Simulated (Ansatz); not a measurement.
# Phonons of AlVB in the AlB2 type

Question: is the lattice of AlVB in the AlB2 type stable, and if so, what are its coupling constant and resistivity?

Method: DFT PBEsol, scalar-relativistic, plane waves, PAW; PAW set soft_1, in Ansatz 0.2.0.

Most raw output is cut from this account.

The structure was built from a prototype and need not be the compound's stable phase.

## Step 1: The structure

It takes space group P-6m2 (No. 187, hexagonal). Conventional cell: a = 3.451 Å, b = 3.451 Å, c = 3.624 Å, α = 90.00°, β = 90.00°, γ = 120.00°. Nearest to V lie 6 B at 2.69 Å and 6 Al at 2.69 Å. B has 3 Al at 1.99 Å and 6 V at 2.69 Å nearest. Nearest to Al lie 3 B at 1.99 Å and 6 V at 2.69 Å. Farther neighbours are not listed.

## Step 2: Rough relaxation

Large forces or a large pressure at the start call for a first relaxation with loose thresholds.

input.yaml

```yaml
crystal:
  lattice:
    - [3.4512, 0.0, 0.0]
    - [-1.7256, 2.98883, 0.0]
    - [0.0, 0.0, 3.62376]
  atoms:
    - { symbol: V, position: [0.0, 0.0, 0.0] }
    - { symbol: B, position: [0.33333333, 0.66666667, 0.5] }
    - { symbol: Al, position: [0.66666667, 0.33333333, 0.5] }
kpoints:
  mp_grid: { grid: [6, 6, 6] }
hamiltonian:
  xc: pbesol
  pseudopotentials: { kind: paw, azcp: { folder: soft_1 }, xc_functional: pbe }
scf:
  occupations: { method: gaussian, width: 0.1 }
output:
  forces: true
  stress: true
  eigenvalues: true
relax:
  adjacent_minimum: "off"
  f_tol: 0.05
  max_steps: 80
  cell: { stress_tol: 0.5 }
```

Command:

```bash
ansatz run input.yaml --threads 4 --pin off --max-ram 12288MiB --backend cpu --events-out ev --progress --plain --runs-dir out
```

The job ended after 4.1 s (4 threads of Arm Neoverse V1, shared host; peak memory 0.47 GiB).

This run has no spin polarisation, although V can carry a moment.

The steps of the relaxation:

| step | energy less that of the first step (eV) | largest force component (eV/Å) | pressure (GPa) | volume (Å³) |
| --- | --- | --- | --- | --- |
| 1 | 0.0000 | 0.0000 | -8.05 | 37.38 |
| 2 | -0.3226 | 0.0000 | -6.08 | 35.96 |
| 3 | -0.5429 | 0.0000 | -2.59 | 34.48 |
| 4 | -0.6529 | 0.0000 | -2.48 | 33.86 |
| 5 | -0.6661 | 0.0000 | 1.07 | 32.97 |
| 6 | -0.6667 | 0.0000 | -0.05 | 33.20 |
| 7* | -0.6660 | 0.0000 | -0.03 | 33.20 |

Relaxation steps marked * repeat the geometry before them on a plane-wave basis chosen anew for their cell, so energy and pressure can jump there.

Forces are held to the 12 operations that the run works with; a distortion that breaks them can't arise in this run.

| cell as run | before | after | change |
| --- | --- | --- | --- |
| a (Å) | 3.451 | 3.558 | +3.1 % |
| b (Å) | 3.451 | 3.558 | +3.1 % |
| c (Å) | 3.624 | 3.028 | -16.4 % |
| volume (Å³/atom) | 12.46 | 11.07 | -11.2 % |

Final coordinates:

```
V B Al
1.0
     3.55796    0.00000    0.00000
    -1.77898    3.08128    0.00000
     0.00000    0.00000    3.02838
V B Al
1 1 1
Direct
  0.00000 0.00000 0.00000
  0.33333 0.66667 0.50000
  0.66667 0.33333 0.50000
```

This step gave:

```yaml
pressure: -0.03473 GPa
volume_per_atom: 11.07 Å³/atom
metallic_on_mesh: yes
gap_on_the_k_mesh: 0 eV
```

The largest force is now zero by symmetry and the largest stress component 0.12 GPa.

## Step 3: Relaxing cell and atoms

Lattice constant and positions set the bands and the force constants, so the cell is relaxed first.

input.yaml, the sections that differ from step 2:

```yaml
crystal:
  lattice:
    - [3.557955506, 0.0, 0.0]
    - [-1.778977753, 3.0812798537, 0.0]
    - [0.0, 0.0, 3.0283784017]
  atoms:
    - { symbol: V, position: [0.0, 0.0, 0.0] }
    - { symbol: B, position: [0.3333333333, 0.6666666667, 0.5] }
    - { symbol: Al, position: [0.6666666667, 0.3333333333, 0.5] }
kpoints:
  mp_grid: { grid: [9, 9, 10] }
relax:
  adjacent_minimum: "off"
  f_tol: 0.005
  max_steps: 80
  cell: { stress_tol: 0.05 }
# hamiltonian, scf, output: as in step 2
```

Run time: 5.7 s. Hardware: 4 threads; peak memory 0.52 GiB; 20 s of CPU time.

Step by step:

| step | energy less that of the first step (eV) | largest force component (eV/Å) | pressure (GPa) | volume (Å³) |
| --- | --- | --- | --- | --- |
| 1 | 0.0000 | 0.0000 | -0.02 | 33.20 |
| 2 | -0.0006 | 0.0000 | -0.22 | 33.27 |
| 3 | -0.0006 | 0.0000 | -0.07 | 33.25 |
| 4 | -0.0006 | 0.0000 | 0.00 | 33.24 |
| 5 | -0.0007 | 0.0000 | 0.00 | 33.24 |

The log counts 1 steps on a newly chosen plane-wave basis, not all of them marked here; energy and pressure can jump at such steps.

| conventional cell, symmetrised | before | after | change |
| --- | --- | --- | --- |
| a (Å) | 3.558 | 3.551 | -0.2 % |
| b (Å) | 3.558 | 3.551 | -0.2 % |
| c (Å) | 3.028 | 3.044 | +0.5 % |
| volume (Å³/atom) | 11.07 | 11.08 | +0.1 % |

Final coordinates:

```xyz
3
Lattice="3.5509 0.0000 0.0000 -1.7755 3.0752 0.0000 0.0000 0.0000 3.0438" Properties=species:S:1:pos:R:3 pbc="T T T"
V     0.0000    0.0000    0.0000
B     0.0000    2.0501    1.5219
Al    1.7755    1.0251    1.5219
```

Numbers from this step:

```
pressure        : -1.58e-4 GPa
volume per atom : 11.08 Å³/atom
```

The largest force is now zero by symmetry and the largest stress component 0.0048 GPa.

## Step 4: Tight relaxation

No force is left; the cell is relaxed once more with another smearing and tight thresholds.

input.yaml, the sections that differ from step 3:

```yaml
crystal:
  lattice:
    - [3.5509167077, 0.0, 0.0]
    - [-1.7754583538, 3.0751840756, 0.0]
    - [0.0, 0.0, 3.0437525382]
  atoms:
    - { symbol: V, position: [0.0, 0.0, 0.0] }
    - { symbol: B, position: [0.3333333333, 0.6666666667, 0.5] }
    - { symbol: Al, position: [0.6666666667, 0.3333333333, 0.5] }
scf:
  occupations: { method: methfessel_paxton, width: 0.2 }
relax:
  adjacent_minimum: "off"
  f_tol: 0.001
  max_steps: 60
  cell: { stress_tol: 0.01 }
# kpoints, hamiltonian, output: as in step 3
```

The job ended after 3.3 s (4 threads; peak memory 0.51 GiB).

Little changed from the start: no atom moved by 0.005 Å and no cell edge by 0.1 %.

Numbers from this step:

| Property | Result |
| --- | --- |
| pressure | -0.006832 GPa |

The largest force is now zero by symmetry and the largest stress component 0.0094 GPa, small enough for phonons.

## Step 5: Lattice stability: q 2×2×2, k 6×6×6

Before any scattering is computed, the phonons show whether the structure is a minimum.

input.yaml

```yaml
crystal:
  lattice:
    - [3.5508307843, 0.0, 0.0]
    - [-1.7754153921, 3.0751096638, 0.0]
    - [0.0, 0.0, 3.0435791071]
  atoms:
    - { symbol: V, position: [0.0, 0.0, 0.0] }
    - { symbol: B, position: [0.3333333333, 0.6666666667, 0.5] }
    - { symbol: Al, position: [0.6666666667, 0.3333333333, 0.5] }
kpoints:
  mp_grid: { grid: [6, 6, 6] }
hamiltonian:
  xc: pbesol
  pseudopotentials: { kind: paw, azcp: { folder: soft_1 }, xc_functional: pbe }
scf:
  occupations: { method: methfessel_paxton, width: 0.2 }
output:
  eigenvalues: true
phonons:
  method: dfpt
  qmesh: [2, 2, 2]
  temperatures: { t_max: 1000, t_step: 50 }
  qpath:
    path:
      - [[0.0, 0.0, 0.0], [0.5, 0.0, 0.0], [0.33333333, 0.33333333, 0.0], [0.0, 0.0, 0.0], [0.0, 0.0, 0.5], [0.5, 0.0, 0.5], [0.33333333, 0.33333333, 0.5], [0.0, 0.0, 0.5]]
      - [[0.5, 0.0, 0.5], [0.5, 0.0, 0.0]]
      - [[0.33333333, 0.33333333, 0.5], [0.33333333, 0.33333333, 0.0]]
    npoints: 10
```

It took 18 s on 4 threads; peak memory 0.59 GiB; 66 s of CPU time.

This step gave:

```yaml
share_of_imaginary_modes_in_the_plain_interpolation_between_solved_wavevectors: 0.095
highest_frequency_solved_or_plainly_interpolated: 753.4 cm⁻¹
```

Solved on the 2×2×2 mesh alone; all other wavevectors are interpolated. Phonon branches along the path, in cm⁻¹:

| point | branch 1 | branch 2 | branch 3 | branch 4 | branch 5 | branch 6 | branch 7 | branch 8 | branch 9 |
| --- | --- | --- | --- | --- | --- | --- | --- | --- | --- |
| Γ | -132 | 0 | 0 | 0 | 338 | 339 | 339 | 731 | 731 |
| halfway | -91 | 63 | 130 | 151 | 323 | 332 | 384 | 711 | 730 |
| M | -20 | 80 | 170 | 205 | 294 | 328 | 448 | 688 | 729 |
| halfway | 23 | 122 | 178 | 216 | 288 | 298 | 470 | 663 | 744 |
| K | 39 | 154 | 192 | 230 | 266 | 279 | 491 | 643 | 753 |
| halfway | -79 | 79 | 148 | 165 | 318 | 319 | 406 | 699 | 736 |
| Γ | -132 | 0 | 0 | 0 | 338 | 339 | 339 | 731 | 731 |
| halfway | 27 | 124 | 124 | 210 | 315 | 315 | 346 | 719 | 719 |
| A | 122 | 204 | 204 | 269 | 269 | 310 | 348 | 706 | 706 |
| halfway | -95 | 204 | 222 | 266 | 278 | 354 | 388 | 691 | 719 |
| L | -162 | 205 | 220 | 263 | 273 | 362 | 484 | 660 | 731 |
| halfway | -143 | 158 | 185 | 236 | 360 | 366 | 478 | 648 | 737 |
| H | -108 | 97 | 151 | 240 | 369 | 405 | 473 | 634 | 741 |
| halfway | -108 | 190 | 224 | 229 | 330 | 357 | 395 | 684 | 723 |
| A | 122 | 204 | 204 | 269 | 269 | 310 | 348 | 706 | 706 |
| jump to L | -162 | 205 | 220 | 263 | 273 | 362 | 484 | 660 | 731 |
| halfway | -100 | 139 | 171 | 252 | 305 | 333 | 465 | 674 | 730 |
| M | -20 | 80 | 170 | 205 | 294 | 328 | 448 | 688 | 729 |
| jump to H | -108 | 97 | 151 | 240 | 369 | 405 | 473 | 634 | 741 |
| halfway | 78 | 80 | 171 | 199 | 337 | 355 | 482 | 638 | 747 |
| K | 39 | 154 | 192 | 230 | 266 | 279 | 491 | 643 | 753 |

Lowest modes at the softest wavevector of the mesh. Modes at q = (0.000, 0.500, 0.500), with each element's share of the kinetic energy (negative means imaginary):

| mode | frequency (cm⁻¹) | V % | B % | Al % |
| --- | --- | --- | --- | --- |
| 1 | -161.8 | 66 | 14 | 20 |
| 2 | 204.9 | 100 | 0 | 0 |
| 3 | 220.3 | 10 | 86 | 3 |
| 4 | 263.0 | 0 | 32 | 68 |
| 5 | 273.2 | 79 | 3 | 19 |
| 6 | 361.5 | 23 | 0 | 77 |

Displacements in mode 1 (-161.8 cm⁻¹), the largest set to 1, in the home cell:
```
V1   0.00  1.00  0.00
B2   0.00  0.00 -0.98
Al3  0.00  0.00  0.76
```

Displacements in mode 5 (273.2 cm⁻¹), the largest set to 1, in the home cell:
```
V1   0.00  0.00  1.00
B2   0.00 -0.41  0.00
Al3  0.00  0.67  0.00
```

Among the solved wavevectors the lowest mode, translations apart, is -162 cm⁻¹, imaginary.

## Step 6: Lattice stability: q 3×3×2, k 9×9×8

An imaginary mode on so few k-points may come from the sampling, so the phonons are repeated with another q and k mesh.

Edit input.yaml of step 5 so:

```diff
@@ -10,3 +10,3 @@
 kpoints:
-  mp_grid: { grid: [6, 6, 6] }
+  mp_grid: { grid: [9, 9, 8] }
 hamiltonian:
@@ -20,3 +20,3 @@
   method: dfpt
-  qmesh: [2, 2, 2]
+  qmesh: [3, 3, 2]
   temperatures: { t_max: 1000, t_step: 50 }
```

Wall time 78 s (4 threads); peak memory 0.72 GiB.

Numbers from this step:

- share of imaginary modes in the plain interpolation between solved wavevectors: 0.1045
- highest frequency, solved or plainly interpolated: 761.5 cm⁻¹

Solved on the 3×3×2 mesh alone; all other wavevectors are interpolated. The phonon branches at the labelled points (cm⁻¹):

| point | branch 1 | branch 2 | branch 3 | branch 4 | branch 5 | branch 6 | branch 7 | branch 8 | branch 9 |
| --- | --- | --- | --- | --- | --- | --- | --- | --- | --- |
| Γ | -120 | 0 | 0 | 0 | 337 | 337 | 338 | 732 | 732 |
| halfway | -89 | 64 | 129 | 161 | 324 | 333 | 386 | 711 | 730 |
| M | -31 | 74 | 180 | 210 | 295 | 328 | 446 | 690 | 728 |
| halfway | 7 | 117 | 179 | 221 | 289 | 302 | 466 | 659 | 750 |
| K | 34 | 146 | 184 | 238 | 276 | 279 | 484 | 635 | 762 |
| halfway | -78 | 84 | 148 | 170 | 320 | 321 | 406 | 697 | 737 |
| Γ | -120 | 0 | 0 | 0 | 337 | 337 | 338 | 732 | 732 |
| halfway | 61 | 120 | 120 | 213 | 312 | 312 | 347 | 718 | 718 |
| A | 132 | 196 | 196 | 268 | 268 | 310 | 353 | 705 | 705 |
| halfway | -99 | 199 | 221 | 265 | 280 | 355 | 388 | 693 | 718 |
| L | -172 | 195 | 228 | 261 | 278 | 357 | 486 | 663 | 731 |
| halfway | -156 | 132 | 190 | 245 | 363 | 363 | 481 | 649 | 737 |
| H | -94 | -90 | 161 | 251 | 367 | 408 | 478 | 633 | 742 |
| halfway | -113 | 178 | 225 | 233 | 332 | 357 | 395 | 686 | 723 |
| A | 132 | 196 | 196 | 268 | 268 | 310 | 353 | 705 | 705 |
| jump to L | -172 | 195 | 228 | 261 | 278 | 357 | 486 | 663 | 731 |
| halfway | -110 | 131 | 181 | 256 | 304 | 331 | 466 | 677 | 729 |
| M | -31 | 74 | 180 | 210 | 295 | 328 | 446 | 690 | 728 |
| jump to H | -94 | -90 | 161 | 251 | 367 | 408 | 478 | 633 | 742 |
| halfway | -62 | 82 | 182 | 207 | 335 | 360 | 481 | 634 | 752 |
| K | 34 | 146 | 184 | 238 | 276 | 279 | 484 | 635 | 762 |

Lowest modes at the softest wavevector of the mesh. The modes at q = (-0.333, 0.000, 0.500) (shares of kinetic energy by element, %) (negative means imaginary):

| mode | frequency (cm⁻¹) | V % | B % | Al % |
| --- | --- | --- | --- | --- |
| 1 | -141.4 | 59 | 22 | 19 |
| 2 | 198.1 | 100 | 0 | 0 |
| 3 | 225.0 | 23 | 74 | 3 |
| 4 | 262.8 | 0 | 32 | 68 |
| 5 | 279.1 | 75 | 4 | 21 |
| 6 | 356.3 | 18 | 4 | 78 |

Displacements in mode 1 (-141.4 cm⁻¹), the largest set to 1, in the home cell (x, y, z of the real part, then of the imaginary part):
```
V1   0.61  0.35  0.00 -0.24 -0.14  0.00
B2   0.00  0.00 -0.98  0.00  0.00 -0.20
Al3  0.00  0.00  0.60  0.00  0.00  0.00
```

Displacements in mode 6 (356.3 cm⁻¹), the largest set to 1, in the home cell (x, y, z of the real part, then of the imaginary part):
```
V1  -0.25 -0.15  0.00  0.17  0.10  0.00
B2   0.00  0.00  0.20  0.00  0.00  0.31
Al3  0.00  0.00  1.00  0.00  0.00  0.00
```

The modes has structure finer than the step of the table below, so its rows give means over 50 cm⁻¹, whole bins alone (the curve runs from -180 to 794 cm⁻¹). Peaks (cm⁻¹: height): Al 328.1: 0.0172, 469.1: 0.00986, 732.6: 0.0113; B -76.3: 0.00593, 236.2: 0.00542, 732.6: 0.0243; V -131.5: 0.00377, 168.8: 0.0146, 230.1: 0.0130, 328.1: 0.0106.

Phonopy on the run's constants, 19x19x19 mesh, Gaussian sigma 7.0 cm⁻¹. Modes against wavenumber; means over each step; values in 1/cm⁻¹/cell:

| wavenumber (cm⁻¹) | Al | B | V |
| --- | --- | --- | --- |
| -150 | 7.0e-4 | 8.3e-4 | 0.00247 |
| -100 | 0.00105 | 0.00354 | 0.00322 |
| -50 | 5.1e-4 | 0.00431 | 0.00153 |
| 0 | 5.1e-5 | 7.4e-4 | 1.3e-4 |
| 50 | 6.2e-4 | 6.1e-4 | 0.00136 |
| 100 | 0.00218 | 0.00165 | 0.00571 |
| 150 | 0.00277 | 0.00306 | 0.0114 |
| 200 | 0.00263 | 0.00484 | 0.0106 |
| 250 | 0.00237 | 0.00310 | 0.00796 |
| 300 | 0.0112 | 0.00282 | 0.00607 |
| 350 | 0.0134 | 0.00218 | 0.00689 |
| 400 | 0.00345 | 0.00109 | 0.00144 |
| 450 | 0.00741 | 0.00117 | 9.3e-4 |
| 500 | 0.00172 | 1.2e-4 | 2.1e-4 |
| 550 | 0 | 0 | 0 |
| 600 | 1.7e-6 | 6.5e-5 | 0 |
| 650 | 9.0e-4 | 0.00725 | 3.0e-5 |
| 700 | 0.00437 | 0.0124 | 4.0e-5 |
| 750 | 0.00471 | 0.0103 | 1.0e-5 |

No LO-TO term; unit eigenvectors of the mass-weighted matrix. Modes at Γ, with each element's share of the kinetic energy (negative means imaginary):

| mode | frequency (cm⁻¹) | symmetry | V % | B % | Al % |
| --- | --- | --- | --- | --- | --- |
| 1 | -119.8 | A2'' | 8 | 88 | 4 |
| 2 | 0.0 | unnamed | 57 | 12 | 30 |
| 3 | 0.0 | unnamed | 57 | 12 | 30 |
| 4 | 0.0 | unnamed | 57 | 12 | 30 |
| 5 | 337.0 | unnamed | 42 | 20 | 38 |
| 6 | 337.0 | unnamed | 42 | 20 | 38 |
| 7 | 338.5 | unnamed | 34 | 0 | 66 |
| 8 | 731.5 | E' | 0 | 68 | 32 |
| 9 | 731.5 | E' | 0 | 68 | 32 |

Displacements in mode 1 (-119.8 cm⁻¹), the largest set to 1:
```
V1   0.00  0.00 -0.14
B2   0.00  0.00  1.00
Al3  0.00  0.00 -0.13
```

Displacements in mode 9 (731.5 cm⁻¹), the largest set to 1:
```
V1   0.00  0.02  0.00
B2   0.00  1.00  0.00
Al3  0.00 -0.44  0.00
```

Among the solved wavevectors the lowest mode, translations apart, is -141 cm⁻¹, imaginary.

## Step 7: Electron–phonon run: q 3×3×2, k 9×9×8, scattering 12×12×12

Phonons, couplings and the Boltzmann equation in one run.

Edit input.yaml of step 6 so:

```diff
@@ -28 +28,4 @@
     npoints: 10
+  electrical_resistivity:
+    mesh: [12, 12, 12]
+    temperatures: [20.0, 50.0, 77.0, 100.0, 150.0, 200.0, 300.0, 400.0, 600.0, 800.0]
```

The job ended after 88 s (4 threads; peak memory 0.74 GiB).

The run ended with an error.

The program's message: “electrical resistivity: the mode of lowest frequency at the wavevector [0.0000, -0.5000, -0.5000] is imaginary, -171.92 cm⁻¹ (written negative): the force constants describe an unstable lattice; relax …”

The run stops because a mode is imaginary on the scattering mesh, where no scattering rate is defined; denser k meshes, other smearings and, between solved wavevectors, finer q meshes show whether the instability is real.

## Step 8: Outcome

* phonon run of the rows without a label of their own: PBEsol, q 3×3×2, k 9×9×8
* softest mode on the q mesh: -141 cm⁻¹ at q = (-0.333, 0, 0.5)
* highest frequency, solved or plainly interpolated: 762 cm⁻¹

The lattice is dynamically unstable at this level: a mode at q = (-0.333, 0, 0.5) is imaginary, 141i cm⁻¹, so no harmonic coupling constant or resistivity is defined for this structure. These meshes are coarse, and single modes of a metal can move by tens of cm⁻¹ with the k mesh. The coarser mesh found an imaginary mode at another wavevector, which this mesh lacks. The phonon runs are not spin-polarised. The PAW files were made for PBE; under other functionals the run regenerates their frozen core. The structure was built by hand as an ordered model, and its stability against other phases was not tested.

[Logs are printed without paths, hosts, clocks, repeated set-up lines and the standing remarks that a program may print on its own settings, such as how far it seeks lower states.]

[Hosts, paths, dates, database ids (printed as entryN), source tags and the programs' standing remarks are cut or masked in the printed files.]
